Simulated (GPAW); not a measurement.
# Core-hole calculation of the Sn K edge in TlSn (P4/mmm), part 2 of 3

What does one-electron theory with a core hole give for the Sn K edge of TlSn (P4/mmm)?

GPAW 26.7.0; X-ray absorption from dipole matrix elements to empty bands, plane-wave PAW LDA.

So far. Step 2 (The field without a hole): The mesh shows no gap, so the system is treated as a metal and the core electron is put at the Fermi level (neutral cell). Step 3 (Spectrum without a core hole, Sn atom 2): Main maxima below 25 eV (height): 4.2 eV (1.27) and 20.8 eV (1.04). A K edge sees empty p states on the absorber.

**5. Spectrum with XCH, Sn atom 2**

The holes are 6.7 Å apart. In GPAW the data set carries the hole's charge, so charge=0 means a charged cell and charge=-1 a neutral one. The excited electron is kept in the cell, where it fills the lowest empty states and screens the hole. After the field has converged, empty bands are computed with the density fixed and the dipole matrix elements are summed.

xas.py

```python
import numpy as np
from ase import Atoms
from ase.parallel import parprint, paropen
from gpaw import GPAW, PW, FermiDirac, Mixer, MixerDif, setup_paths
from gpaw.test import gen
setup_paths.insert(0, '.')
gen('Sn', name='fch1s', xcname='LDA', corehole=(1, 0, 1), write_xml=True)
from gpaw.mpi import world
world.barrier()

atoms = Atoms('Tl4Sn4',
    cell=[[3.61472987, 3.61472987, 4.375],
     [-3.61472987, 3.61472987, -4.375],
     [-3.61472987, 3.61472987, 4.375]],
    scaled_positions=[[0, 0, 0],
     [0.5, 0.5, 0],
     [0, 0.5, 0.5],
     [0.5, 0, 0.5],
     [0.5, 0, 0],
     [0, 0.5, 0],
     [0.5, 0.5, 0.5],
     [0, 0, 0.5]],
    pbc=True)
atoms.calc = calc = GPAW(legacy_gpaw=True, mode=PW(430, force_complex_dtype=True), xc='LDA', setups={4: 'fch1s'},
    kpts={'size': (4, 4, 4), 'gamma': True}, occupations=FermiDirac(0.1),
    charge=-1, mixer=Mixer(0.1, 5, 50), maxiter=150,
    convergence={'density': 0.0001, 'eigenstates': 1e-6}, txt='scf.txt')
energy = atoms.get_potential_energy() + calc.get_reference_energy()
ef = calc.get_fermi_level()
out = dict(energy=energy, fermi=ef, forces=atoms.get_forces().tolist())
parprint(f'all-electron energy {energy:.4f} eV, Fermi level {ef:.4f} eV')
ev = np.array([[calc.get_eigenvalues(k, s) for k in range(len(calc.get_ibz_k_points()))] for s in range(calc.get_number_of_spins())])
out['homo'], out['lumo'], out['counts'] = ev[ev < ef].max(), ev[ev > ef].min(), sorted(set((ev < ef).sum((0, 2)).tolist()))
out['filled'] = (ev[:, 0] < ef).sum(1).tolist()

from ase.units import Ha
from gpaw.xas import dipole_matrix_elements
nb = int(calc.get_number_of_electrons() / 2) + 139
top, nb = nb, nb + 8 + nb // 12
nscf = calc.fixed_density(kpts={'size': (4, 4, 4), 'gamma': True}, nbands=nb,
    convergence={'bands': top, 'eigenstates': 5e-3}, maxiter=60, txt='nscf.txt')
cell = atoms.cell.array
ops = [cell.T @ U.T @ np.linalg.inv(cell.T) for U in nscf.wfs.kd.symmetry.op_scc]
E = np.arange(-6, 34, 0.1)
fwhm = np.interp(E, [4, 25], [8.49, 8.49])
Y, X, zero, highest = 0, 0, 1e9, 1e9
for spin in range(nscf.get_number_of_spins()):
    wfs = nscf.wfs
    mine = wfs.bd.get_slice()  # this rank's bands
    A = dipole_matrix_elements(wfs.setups[4])
    eps = np.zeros((wfs.kd.nibzkpts, nb))
    d = np.zeros((3, A.shape[1], wfs.kd.nibzkpts, nb), complex)
    for kpt in wfs.kpt_u:
        if kpt.s == spin and 4 in kpt.P_ani:
            eps[kpt.k, mine] = kpt.eps_n * Ha
            d[:, :, kpt.k, mine] = (kpt.weight * wfs.nspins / 2) ** 0.5 * np.inner(A, kpt.P_ani[4])
    world.sum(eps)
    world.sum(d)
    T = np.einsum('amkn,bmkn->abkn', d, d.conj()).real
    T = sum(np.einsum('ai,ijkn,bj->abkn', R, T, R) for R in ops) / len(ops)
    empty = eps > ef
    zero, highest = min(zero, eps[empty].min()), min(highest, eps[:, top - 1].min())
    lines = [(eps, T, empty)] if spin == 0 else lines + [(eps, T, empty)]
for eps, T, empty in lines:
    f = np.einsum('aakn->akn', T).reshape(3, -1)
    x = eps.ravel() - zero
    w = np.interp(x, E, fwhm) / 2.35482
    g = np.exp(-0.5 * ((E[:, None] - x) / w) ** 2) / (w * (2 * np.pi) ** 0.5)
    Y = Y + (f * empty.ravel()) @ g.T
    X = X + (f * ~empty.ravel()) @ g.T
out.update(E=E.round(2).tolist(), xas=Y.tolist(), xes=X.tolist(), zero=zero, valid=highest - zero, nk=len(eps), nb=nb)
for i in range(0, len(E), 10):
    parprint(f'{E[i]:7.2f}', *(f'{v:10.3e}' for v in Y[:, i]))
import json
with paropen('out.json', 'w') as f:
    json.dump(out, f)
```

Run with:

```bash
> OMP_NUM_THREADS=1 mpirun -n 4 gpaw python xas.py
```

Numbers of over 12 decimals in the logs are rounded to 6 here.

Log:

```text
Input parameters:
  charge: -1
  convergence: {density: 0.0001,
                eigenstates: 1e-06}
  kpts: {gamma: True,
         size: (4, 4, 4)}
  maxiter: 150
  mixer: {backend: pulay,
          beta: 0.1,
          method: separate,
          nmaxold: 5,
          weight: 50}
  mode: {ecut: 430.0,
         force_complex_dtype: True,
         name: pw}
  occupations: {fixmagmom: False,
                name: fermi-dirac,
                width: 0.1}
  setups: {4: fch1s}

Initialize ...

[... PAW data sets ...]

Reference energy: -2841189.179593  # eV

Spin-paired calculation

[... convergence settings ...]
Symmetries present (total): 4
  [... symmetry matrices ...]

64 k-points: 4 x 4 x 4 Monkhorst-Pack grid + [1/8,1/8,1/8]
24 k-points in the irreducible part of the Brillouin zone
       k-points in crystal coordinates                weights
   0:     0.00000000    0.00000000    0.00000000          1/64
   1:     0.00000000    0.25000000   -0.25000000          2/64
   2:     0.00000000    0.25000000    0.00000000          4/64
   3:     0.00000000    0.25000000    0.25000000          2/64
   4:     0.00000000    0.50000000    0.00000000          2/64
   5:     0.00000000    0.50000000    0.25000000          4/64
   6:     0.00000000    0.50000000    0.50000000          1/64
   7:     0.25000000   -0.25000000    0.25000000          2/64
   8:     0.25000000    0.00000000    0.00000000          2/64
   9:     0.25000000    0.00000000    0.25000000          4/64
          ...
  23:     0.50000000    0.50000000    0.50000000          1/64

Wave functions: Plane wave expansion
  Cutoff energy: 430.000 eV
  Number of coefficients (min, max): 4614, 4656
  Pulay-stress correction: 0.000000 eV/Ang^3 (de/decut=0.000000)
  Using FFTW library
  Wavefunction extrapolation:
    Improved wavefunction reuse through dual PAW basis

Occupation numbers: Fermi-Dirac:
  width: 0.1000  # eV

Eigensolver
   Davidson(niter=2)

Densities:
  Coarse grid: 35*35*35 grid
  Fine grid: 70*70*70 grid
  Total Charge: 0.000000

Density mixing:
  Method: separate
  Backend: pulay
  Linear mixing parameter: 0.1
  old densities: 5
  Width of damping distribution: 1.1
  Damping of long wavelength oscillations: 50

[... Hamiltonian set-up ...]
Number of atoms: 8
Number of atomic orbitals: 72
Number of bands in calculation: 70
Number of valence electrons: 109
Bands to converge: occupied

... initialized

Initializing position-dependent things.

Density initialized from atomic densities
Creating initial wave functions:
  70 bands from LCAO basis set

                  Tl
               Sn

             Sn       Sn
         Tl       Tl

                Tl
             Sn

Atomic positions and initial magnetic moments

Positions:
   0 Tl     0.000000    0.000000    0.000000    ( 0.0000,  0.0000,  0.0000)
   1 Tl     0.000000    3.614730    0.000000    ( 0.0000,  0.0000,  0.0000)
   2 Tl    -3.614730    3.614730    0.000000    ( 0.0000,  0.0000,  0.0000)
   3 Tl     0.000000    3.614730    4.375000    ( 0.0000,  0.0000,  0.0000)
   4 Sn     1.807365    1.807365    2.187500    ( 0.0000,  0.0000,  0.0000)
   5 Sn    -1.807365    1.807365   -2.187500    ( 0.0000,  0.0000,  0.0000)
   6 Sn    -1.807365    5.422095    2.187500    ( 0.0000,  0.0000,  0.0000)
   7 Sn    -1.807365    1.807365    2.187500    ( 0.0000,  0.0000,  0.0000)

Unit cell:
           periodic     x           y           z      points  spacing
  1. axis:    yes    3.614730    3.614730    4.375000    35     0.1461
  2. axis:    yes   -3.614730    3.614730   -4.375000    35     0.1592
  3. axis:    yes   -3.614730    3.614730    4.375000    35     0.1592

  Lengths:   6.728534   6.728534   6.728534
  Angles:   81.115769  64.989726 115.010274

Effective grid spacing dv^(1/3) = 0.1747

iter:   1   -42.853611
iter:   2   -41.060499   -1.70  -1.36
iter:   3   -39.704238   -1.79  -1.49
iter:   4   -39.688415   -2.94  -1.77
iter:   5   -39.563148   -2.18  -1.82
iter:   6   -39.528539   -3.42  -2.23
iter:   7   -39.517691c  -3.39  -2.70
iter:   8   -39.517059c  -4.41  -2.88
iter:   9   -39.516144c  -5.08  -3.15
iter:  10   -39.516172c  -5.73  -3.47
iter:  11   -39.516214c  -5.54  -3.45
iter:  12   -39.516195c  -6.15c -3.46
iter:  13   -39.516191c  -7.60c -3.61
iter:  14   -39.516132c  -6.10c -3.63
iter:  15   -39.516128c  -7.96c -4.16c

Converged after 15 iterations.

Dipole moment: (0.000000, -0.000000, 0.000000) |e|*Ang

Energy contributions relative to reference atoms: (reference = -2841189.179593)

Kinetic:        +29.017428
Potential:      -31.647730
External:        +0.000000
XC:             -37.818893
Entropy (-ST):   -0.140424
Local:           +1.003278
SIC:             +0.000000
--------------------------
Free energy:    -39.586340
Extrapolated:   -39.516128

Showing only first 2 kpts
 Kpt  Band  Eigenvalues  Occupancy
  0    52      3.40442    2.00000
  0    53      3.46997    2.00000
  0    54      4.88920    2.00000
  0    55      7.94896    0.00000

  1    52      6.03569    1.99356
  1    53      6.19635    1.96832
  1    54      6.45306    1.65330
[...]
Fermi level: 6.60927

No gap
No difference between direct/indirect transitions

Forces in eV/Ang:
  0 Tl    0.00000    0.00000    0.00000
  1 Tl    0.00000    0.00000    0.00000
  2 Tl    0.00000    0.00000    0.00000
  3 Tl   -0.00000    0.00000    0.00000
  4 Sn   -0.00000    0.00000    0.00000
  5 Sn    0.00000    0.00000    0.00000
  6 Sn   -0.00000    0.00000    0.00000
  7 Sn    0.00000    0.00000    0.00000
Scalar-relativistic atomic LDA calculation for Sn (Tin, Z=50)
Core hole in 1s state (1s occupation: 1.0)
750 radial gridpoints.
|------------------------------------------------|
|------------------------------------------------|
[... the atom generator's iteration count ...]

Energy contributions:
-------------------------
Kinetic:    +5276.056261
XC:          -143.890541
Potential: -10225.661103
-------------------------
Total:      -5093.495383

state      eigenvalue         ekin         rmax
-----------------------------------------------
1s^1.0 : -1088.196241  1367.904766        0.019
2s^2.0 :  -167.334963   290.036643        0.105
2p^6.0 :  -152.111082   277.465433        0.083
3s^2.0 :   -33.069662    83.401320        0.303
3p^6.0 :   -27.833859    78.099019        0.294
3d^10.0:   -19.332510    71.560928        0.244
4s^2.0 :    -5.688765    22.953194        0.727
4p^6.0 :    -4.044466    19.741147        0.763
4d^10.0:    -1.556882    13.630167        0.846
5s^2.0 :    -0.761474     3.525616        1.879
5p^2.0 :    -0.450294     2.286700        2.241
-----------------------------------------------
(units: Bohr and Hartree)

Generating PAW setup
Kinetic energy of the core from tauc = 5260.686108729569
Cutoffs:
rc(s)=2.270
rc(p)=2.400
rc(d)=2.240
rc(vbar)=2.250
rc(comp)=2.260
rc(nct)=2.400

Kinetic energy of the core states: 5128.129960
Charge: 1.0
Core electrons: 35.0
Valence electrons: 14.0
Pseudo-core charge: 0.221958
Shape function alpha=1.958
Pseudo-electron charge 6.372038
state    eigenvalue         norm
--------------------------------
5s(2) :    -0.761474     1.228420
*s    :     0.238526
5p(2) :    -0.450294     1.048618
*p    :     0.549706
4d(10):    -1.556882     0.159600
*d    :    -0.556882
--------------------------------

Diagonalizing with gridspacing h=0.050

state   all-electron     PAW
-------------------------------
5s:      -0.761474    -0.762236
5p:      -0.450294    -0.451667
4d:      -1.556882    -1.557625
*f:                   -0.025424
-------------------------------
all-electron energy -2841228.6957 eV, Fermi level 6.6093 eV
[...]
31.00  1.320e-08  1.320e-08  1.245e-08
  32.00  1.282e-08  1.282e-08  1.224e-08
  33.00  1.242e-08  1.242e-08  1.194e-08
```

Elapsed: 2.1 min, on 4 MPI ranks of Intel Xeon Platinum 8488C (Sapphire Rapids), shared host; peak memory 0.51 GiB.

The Sn K spectrum, Sn atom 2, excited-electron core hole (neutral cell) (energy from the lowest empty level; intensity scaled to a mean of 1 over the first 20 eV; polarised curves are means over the symmetry-equivalent atoms):

| E (eV) | isotropic | ε ⊥ c | ε ∥ c |
| --- | --- | --- | --- |
| -2.0 | 0.54 | 0.56 | 0.50 |
| -1.4 | 0.64 | 0.66 | 0.59 |
| -0.8 | 0.74 | 0.77 | 0.69 |
| -0.2 | 0.84 | 0.87 | 0.79 |
| 0.4 | 0.94 | 0.97 | 0.89 |
| 1.0 | 1.03 | 1.05 | 0.98 |
| 1.6 | 1.10 | 1.12 | 1.05 |
| 2.2 | 1.16 | 1.18 | 1.12 |
| 2.8 | 1.20 | 1.21 | 1.17 |
| 3.4 | 1.22 | 1.23 | 1.20 |
| 4.0 | 1.22 | 1.22 | 1.22 |
| 4.6 | 1.21 | 1.20 | 1.22 |
| 5.2 | 1.18 | 1.17 | 1.20 |
| 5.8 | 1.14 | 1.13 | 1.17 |
| 6.4 | 1.10 | 1.08 | 1.14 |
| 7.0 | 1.05 | 1.03 | 1.09 |
| 7.6 | 1.00 | 0.98 | 1.04 |
| 8.2 | 0.95 | 0.93 | 0.99 |
| 8.8 | 0.91 | 0.90 | 0.94 |
| 9.4 | 0.88 | 0.86 | 0.90 |
| 10.0 | 0.85 | 0.84 | 0.86 |
| 10.6 | 0.83 | 0.83 | 0.82 |
| 11.2 | 0.81 | 0.82 | 0.80 |
| 11.8 | 0.81 | 0.83 | 0.78 |
| 12.4 | 0.81 | 0.84 | 0.77 |
| 13.0 | 0.83 | 0.86 | 0.77 |
| 13.6 | 0.85 | 0.88 | 0.77 |
| 14.2 | 0.87 | 0.91 | 0.79 |
| 14.8 | 0.90 | 0.94 | 0.81 |
| 15.4 | 0.93 | 0.97 | 0.84 |
| 16.0 | 0.96 | 1.00 | 0.88 |
| 16.6 | 0.99 | 1.03 | 0.92 |
| 17.2 | 1.02 | 1.05 | 0.97 |
| 17.8 | 1.04 | 1.06 | 1.01 |
| 18.4 | 1.06 | 1.07 | 1.05 |
| 19.0 | 1.08 | 1.07 | 1.09 |
| 19.6 | 1.08 | 1.06 | 1.12 |
| 20.2 | 1.08 | 1.05 | 1.15 |
| 20.8 | 1.08 | 1.04 | 1.16 |
| 21.4 | 1.07 | 1.02 | 1.16 |
| 22.0 | 1.05 | 1.00 | 1.16 |
| 22.6 | 1.03 | 0.98 | 1.14 |
| 23.2 | 1.01 | 0.96 | 1.11 |
| 23.8 | 0.99 | 0.94 | 1.08 |
| 24.4 | 0.97 | 0.93 | 1.04 |
| 25.0 | 0.95 | 0.92 | 1.00 |
| 25.6 | 0.92 | 0.91 | 0.96 |
| 26.2 | 0.91 | 0.90 | 0.92 |
| 26.8 | 0.89 | 0.89 | 0.89 |
| 27.4 | 0.87 | 0.88 | 0.85 |
| 28.0 | 0.86 | 0.87 | 0.83 |
| 28.6 | 0.84 | 0.86 | 0.81 |
| 29.2 | 0.83 | 0.85 | 0.79 |
| 29.8 | 0.82 | 0.84 | 0.78 |
| 30.4 | 0.81 | 0.82 | 0.77 |
| 31.0 | 0.79 | 0.81 | 0.76 |
| 31.6 | 0.78 | 0.79 | 0.76 |

Main maxima below 28 eV (height): 3.8 eV (1.22) and 20.0 eV (1.08). 

**6. Spectrum with FCH, Sn atom 2**

The holes are 6.7 Å apart. In GPAW the data set carries the hole's charge, so charge=0 means a charged cell and charge=-1 a neutral one. The excited electron is left out and a uniform background balances the charge. After the field has converged, empty bands are computed with the density fixed and the dipole matrix elements are summed.

Changed against the first core-hole run: core hole to FCH.

Edit xas.py of step 5 so:

```diff
@@ -25,3 +25,3 @@
     kpts={'size': (4, 4, 4), 'gamma': True}, occupations=FermiDirac(0.1),
-    charge=-1, mixer=Mixer(0.1, 5, 50), maxiter=150,
+    charge=0, mixer=Mixer(0.1, 5, 50), maxiter=150,
     convergence={'density': 0.0001, 'eigenstates': 1e-6}, txt='scf.txt')
```

Log:

```text
Input parameters:
  convergence: {density: 0.0001,
                eigenstates: 1e-06}
  kpts: {gamma: True,
         size: (4, 4, 4)}
  maxiter: 150
  mixer: {backend: pulay,
          beta: 0.1,
          method: separate,
          nmaxold: 5,
          weight: 50}
  mode: {ecut: 430.0,
         force_complex_dtype: True,
         name: pw}
  occupations: {fixmagmom: False,
                name: fermi-dirac,
[...]
*d    :    -0.556882
--------------------------------

Diagonalizing with gridspacing h=0.050

state   all-electron     PAW
-------------------------------
5s:      -0.761474    -0.762236
5p:      -0.450294    -0.451667
4d:      -1.556882    -1.557625
*f:                   -0.025424
-------------------------------
all-electron energy -2841235.2072 eV, Fermi level 6.4508 eV
[...]
32.00  1.290e-08  1.290e-08  1.226e-08
  33.00  1.251e-08  1.251e-08  1.197e-08
[key lines of the parts left out:]
Converged after 15 iterations.
Dipole moment: (0.000000, -0.000000, 0.000000) |e|*Ang
Free energy:    -46.111446
Fermi level: 6.45079
```

Wall time 2 min (4 MPI ranks); peak memory 0.51 GiB.

| E (eV) | first run | this run |
| --- | --- | --- |
| -2.0 | 0.54 | 0.52 |
| -1.0 | 0.71 | 0.69 |
| 0.0 | 0.88 | 0.86 |
| 1.0 | 1.03 | 1.02 |
| 2.0 | 1.14 | 1.14 |
| 3.0 | 1.21 | 1.21 |
| 4.0 | 1.22 | 1.23 |
| 5.0 | 1.19 | 1.21 |
| 6.0 | 1.13 | 1.15 |
| 7.0 | 1.05 | 1.07 |
| 8.0 | 0.97 | 0.98 |
| 9.0 | 0.90 | 0.91 |
| 10.0 | 0.85 | 0.85 |
| 11.0 | 0.82 | 0.82 |
| 12.0 | 0.81 | 0.81 |
| 13.0 | 0.83 | 0.82 |
| 14.0 | 0.86 | 0.85 |
| 15.0 | 0.91 | 0.89 |
| 16.0 | 0.96 | 0.95 |
| 17.0 | 1.01 | 1.00 |
| 18.0 | 1.05 | 1.04 |
| 19.0 | 1.08 | 1.07 |
| 20.0 | 1.08 | 1.08 |
| 21.0 | 1.07 | 1.08 |
| 22.0 | 1.05 | 1.06 |
| 23.0 | 1.02 | 1.02 |
| 24.0 | 0.98 | 0.99 |
| 25.0 | 0.95 | 0.95 |
| 26.0 | 0.91 | 0.92 |
| 27.0 | 0.88 | 0.89 |
| 28.0 | 0.86 | 0.86 |
| 29.0 | 0.83 | 0.84 |
| 30.0 | 0.81 | 0.82 |
| 31.0 | 0.79 | 0.80 |
| 32.0 | 0.77 | 0.78 |

Against the first run the r.m.s. difference is 1 %. The highest intensity below 24 eV goes from 3.8 eV (1.22) to 4.0 eV (1.23).

The photon energy of the zero moves by -0.06 eV.

**7. Supercell without a hole, the energy reference**

The cell and mesh change for the next run, so it gets a reference energy of its own.

scf.py

```python
import numpy as np
from ase import Atoms
from ase.parallel import parprint, paropen
from gpaw import GPAW, PW, FermiDirac, Mixer, MixerDif, setup_paths
from gpaw.test import gen
setup_paths.insert(0, '.')
gen('Sn', name='nch1s', xcname='LDA', corehole=(1, 0, 0), write_xml=True)
from gpaw.mpi import world
world.barrier()

atoms = Atoms('Tl2Sn2',
    cell=[[-3.61472987, 3.61472987, 0],
     [-3.61472987, -3.61472987, 0],
     [3.61472987, 0, 4.375]],
    scaled_positions=[[0, 0, 0],
     [0.5, 0.5, 0],
     [0.25, 0.75, 0.5],
     [0.75, 0.25, 0.5]],
    pbc=True)
atoms.calc = calc = GPAW(legacy_gpaw=True, mode=PW(430, force_complex_dtype=True), xc='LDA', setups={2: 'nch1s'},
    kpts={'size': (5, 5, 5), 'gamma': True}, occupations=FermiDirac(0.1),
    charge=0, mixer=Mixer(0.1, 5, 50), maxiter=150,
    convergence={'density': 0.0001, 'eigenstates': 1e-6}, txt='scf.txt')
energy = atoms.get_potential_energy() + calc.get_reference_energy()
ef = calc.get_fermi_level()
out = dict(energy=energy, fermi=ef, forces=atoms.get_forces().tolist())
parprint(f'all-electron energy {energy:.4f} eV, Fermi level {ef:.4f} eV')
ev = np.array([[calc.get_eigenvalues(k, s) for k in range(len(calc.get_ibz_k_points()))] for s in range(calc.get_number_of_spins())])
out['homo'], out['lumo'], out['counts'] = ev[ev < ef].max(), ev[ev > ef].min(), sorted(set((ev < ef).sum((0, 2)).tolist()))
out['filled'] = (ev[:, 0] < ef).sum(1).tolist()
import json
with paropen('out.json', 'w') as f:
    json.dump(out, f)
```

Run with:

```bash
> OMP_NUM_THREADS=1 mpirun -n 4 gpaw python scf.py
```

Log:

```text
Input parameters:
  convergence: {density: 0.0001,
                eigenstates: 1e-06}
  kpts: {gamma: True,
         size: (5, 5, 5)}
  maxiter: 150
  mixer: {backend: pulay,
          beta: 0.1,
          method: separate,
          nmaxold: 5,
          weight: 50}
  mode: {ecut: 430.0,
         force_complex_dtype: True,
         name: pw}
  occupations: {fixmagmom: False,
                name: fermi-dirac,
[...]
warnings.warn(
<dir> UserWarning: Using symmetrized grid: (28,28,28).

  warnings.warn('Using symmetrized grid: ({},{},{}).\n'.format(*N_c))
<dir> UserWarning: Using symmetrized grid: (28,28,28).

  warnings.warn('Using symmetrized grid: ({},{},{}).\n'.format(*N_c))
<dir> UserWarning: Using symmetrized grid: (28,28,28).

  warnings.warn('Using symmetrized grid: ({},{},{}).\n'.format(*N_c))
all-electron energy -1435242.2288 eV, Fermi level 6.7609 eV
[key lines of the parts left out:]
Converged after 12 iterations.
Dipole moment: (-0.000000, -0.000000, -0.000000) |e|*Ang
Free energy:    -15.418760
Fermi level: 6.76089
```

Elapsed: 9.5 s, on 4 MPI ranks; peak memory 0.21 GiB; 37 s of CPU time.

Reference energy: -1435242.229 eV with the cores included.

[end of part 2 of 3]

[Banner, clock and machine lines of the logs are left out without a mark of their own.]

[Logs are printed without paths, hosts, clocks, repeated set-up lines and the standing remarks that a program may print on its own settings, such as how far it seeks lower states.]

[Hosts, paths, dates, database ids (printed as entryN), source tags and the programs' standing remarks are cut or masked in the printed files.]

[Lists of maxima count a maximum above −3 eV only where it reaches 4 % of the highest in the window and stands out from its surroundings by 2 % of it (1.5 % where it reaches 55 %); shoulders and weaker maxima are passed over, and of the rest the first, up to two pre-edge ones and the few strongest are named.]
